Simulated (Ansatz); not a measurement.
# PtCoO2: which shell does photoemission see at 150 and 1486.7 eV? (PBEsol)

The valence band of PtCoO2 mixes several shells. Work out by hand which one leads the spectrum's area at each photon energy.

Filled states come from the projected DOS of Ansatz 0.2.0 (PBEsol, plane waves); cross sections σ and asymmetry parameters β are those of free atoms in a Dirac–Hartree–Slater calculation. A shell's area is states × σ × angular factor, which is 1 − β·P₂(cos θ)/2 for unpolarised light, with θ = 54.7° from the beam and P₂ = 0.001.

**At 150 eV** (states counted from 23.1 eV below the zero; other shells add 0.013 to the products' sum of 4.81):

```
shell  filled states a cell  cross section (Mb an electron)     β  angular factor  product  share by hand (%)  share in the simulated spectrum (%)
Pt 5d                  8.68                           0.023  1.80            1.00    0.199                  4                                    4
Co 3d                  7.52                           0.416  0.98            1.00     3.13                 65                                   65
 O 2s                  3.53                           0.148  2.00            1.00    0.522                 11                                   11
 O 2p                  9.64                          0.0983  1.46            1.00    0.947                 20                                   20
```

**At 1486.7 eV** (states counted from 23.1 eV below the zero; other shells add 0.00041 to the products' sum of 0.0274):

| shell | filled states a cell | cross section (Mb an electron) | β | angular factor | product | share by hand (%) | share in the simulated spectrum (%) |
| --- | --- | --- | --- | --- | --- | --- | --- |
| Pt 5d | 8.68 | 0.00221 | 1.32 | 1.00 | 0.0192 | 70 | 70 |
| Co 3d | 7.52 | 0.000517 | 0.91 | 1.00 | 0.00388 | 14 | 14 |
| O 2s | 3.53 | 0.000939 | 2.00 | 1.00 | 0.00331 | 12 | 12 |
| O 2p | 9.64 | 6.28e-05 | 0.51 | 1.00 | 0.000605 | 2 | 2 |

Co 3d leads at 150 eV and Pt 5d at 1486.7 eV. Between the two energies σ of Co 3d changes by a factor 0.0012 and that of Pt 5d by 0.096, so their ratio moves 78-fold in favour of the second. The simulated spectrum uses the same rule on the energy-resolved DOS, so the two share columns agree within a few points.

Only crystals where the two columns agree within 4 points and the lead is clear are worked in this form. Free-atom cross sections ignore the solid's final states, no escape depth or background enters, and the count of states a shell hangs on the projection.

[Logs are printed without paths, hosts, clocks, repeated set-up lines and the standing remarks that a program may print on its own settings, such as how far it seeks lower states.]
